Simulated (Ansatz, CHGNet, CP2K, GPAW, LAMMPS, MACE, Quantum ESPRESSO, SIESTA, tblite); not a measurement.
# Which run comes nearest? Glassy 62SiO2-21K2O-18CaO (mol %) (110 atoms)

Density of this cell: 2.59 g/cm³. The cell holds 110 atoms: 24 Si, 16 K, 7 Ca and 63 O. Its edges and angles: a = 11.833 Å, b = 11.833 Å, c = 11.833 Å, α = 90.0°, β = 90.0°, γ = 90.0°. 110 atoms (24 Si, 16 K, 7 Ca, 63 O) placed at random at 2.52 g/cm³, melted at 4000 K for 10 ps at fixed volume with the Morse and Coulomb pair potential with partial charges (Pedone, Malavasi, Menziani, Cormack and Segre, J. Phys. Chem. B 110, 11780 (2006)). Quenched from 4000 K to 300 K at 10 K/ps and fixed volume, held 10 ps at zero pressure.

Geometry: as built.

The reference, a calculation:

- method: Kohn-Sham DFT, PBE, SSSP efficiency 1.3.0 pseudopotentials, plane waves (Quantum ESPRESSO 7.5); sssp-pbe-1.3.0-efficiency, cutoffs 60/480 Ry, Γ point
- r.m.s. force component: 1.454 eV/Å
- longest force: 6.839 eV/Å
- pressure: 6.529 GPa
- gap (highest filled to lowest empty level): 2.231 eV
- time: 13 min on 2 MPI ranks of Arm Neoverse V2, shared host
- CPU time: 25 min

Q: Estimate the differences from the reference, the CPU time and the memory of each run.
- CP2K PBE, DZVP-MOLOPT-SR, 600/50 Ry, OT DIIS (CP2K 2026.2; 4 MPI ranks)
- CHGNet r2SCAN potential (CHGNet r2SCAN; 1 thread)
- tblite GFN1-xTB (tblite 0.8.0; 1 thread)
- GPAW PBE, LCAO dzp, h 0.18 Å (GPAW 26.7.0; 2 MPI ranks)
- GPAW PBE, LCAO szp(dzp), h 0.18 Å (GPAW 26.7.0; 1 thread)
- CP2K PBE, DZVP-MOLOPT-SR, 600/50 Ry, TRS4 filter 1e-07, SCF 1e-07 (CP2K 2026.2; 4 MPI ranks)
- SIESTA PBE, DZP, shift 0.01 Ry, mesh 500 Ry (SIESTA 5.4.2; 4 MPI ranks)
- MACE MPA-0 medium potential (MACE MPA-0 medium; 1 thread)
- CP2K PBE, DZVP-MOLOPT-SR, 210/50 Ry, OT DIIS (CP2K 2026.2; 2 threads)
- SIESTA PBE, DZ, shift 0.01 Ry, mesh 500 Ry (SIESTA 5.4.2; 2 MPI ranks)

Differences are against the plane-wave reference, forces as r.m.s. over components; share is that over the reference's r.m.s. force, slope the least-squares factor from reference forces to these. Total energies of different programs have different zeros and aren't compared.

```csv
run,"Δ force, r.m.s. (meV/Å)",share (%),slope,Δ pressure (GPa),Δ gap (eV),cores,CPU time,memory (GiB)
reference,-,-,-,-,-,2,25 min,5.4
"CP2K PBE, DZVP-MOLOPT-SR, 600/50 Ry, OT DIIS",131,9.00,0.965,-0.0219,-0.106,4,14 min,4.4
CHGNet r2SCAN potential,332,22.9,0.805,-3.50,-,1,4.9 s,1.2
tblite GFN1-xTB,1048,72.0,0.999,0.347,-,1,6.6 s,0.14
"GPAW PBE, LCAO dzp, h 0.18 Å",341,23.5,1.178,-,-0.384,2,10 min,3.0
"GPAW PBE, LCAO szp(dzp), h 0.18 Å (coarse)",372,25.6,1.172,-,-0.670,1,6.3 min,2.4
"CP2K PBE, DZVP-MOLOPT-SR, 600/50 Ry, TRS4 filter 1e-07, SCF 1e-07",136,9.32,0.965,-0.0073,-,4,6.5 min,4.0
"SIESTA PBE, DZP, shift 0.01 Ry, mesh 500 Ry",248,17.0,1.090,2.59,-0.842,4,7.6 min,3.2
MACE MPA-0 medium potential,74.7,5.14,0.984,0.150,-,1,9.7 s,1.1
"CP2K PBE, DZVP-MOLOPT-SR, 210/50 Ry, OT DIIS (coarse)",187,12.8,0.960,0.290,-0.121,2,9.9 min,1
"SIESTA PBE, DZ, shift 0.01 Ry, mesh 500 Ry (coarse)",1038,71.4,1.499,10.0,-0.602,2,3 min,1.7
```

Rows marked coarse were listed beforehand as settings not expected to be converged; some can still land near the reference.

Times of the machine-learned potentials are mostly Python's start and the loading of weights.

CPU time is summed over cores on a shared host, where runs went side by side, so it is rough. Symmetry, cutoffs, thresholds, outputs and thread counts weren't matched or tuned between programs; memory under MPI is the largest rank's times the ranks.

The PBE runs in local orbitals, coarse settings apart, differ by 9.0 % (CP2K PBE, DZVP-MOLOPT-SR, 600/50 Ry, OT DIIS) to 23 % (GPAW PBE, LCAO dzp, h 0.18 Å); basis, grid and potentials can all enter. Tight binding differs by 72 % (tblite GFN1-xTB); it is another model, with fitted parameters of its own, and the xTB methods hold dispersion. Machine-learned potentials differ by 5.1 % (MACE MPA-0 medium potential) to 23 % (CHGNet r2SCAN potential); they were trained on other programs' data, some at another functional. Runs with settings chosen to be coarse differ by 13 % (CP2K PBE, DZVP-MOLOPT-SR, 210/50 Ry, OT DIIS) to 71 % (SIESTA PBE, DZ, shift 0.01 Ry, mesh 500 Ry), their programs' other errors included. Periodic xTB results under one method name differ between programs and library versions. Machine-learned potentials mimic data converged in k, so the reference's own k-point error enters their differences. The network of bonds at the start is that of the classical potential that made the cell, and needn't be the one that DFT or experiment would give. The electronic-structure runs sample only Γ, in a cell whose shortest periodic width is 12 Å.

[Logs are printed without paths, hosts, clocks, repeated set-up lines and the standing remarks that a program may print on its own settings, such as how far it seeks lower states.]

[Hosts, paths, dates, database ids (printed as entryN), source tags and the programs' standing remarks are cut or masked in the printed files.]
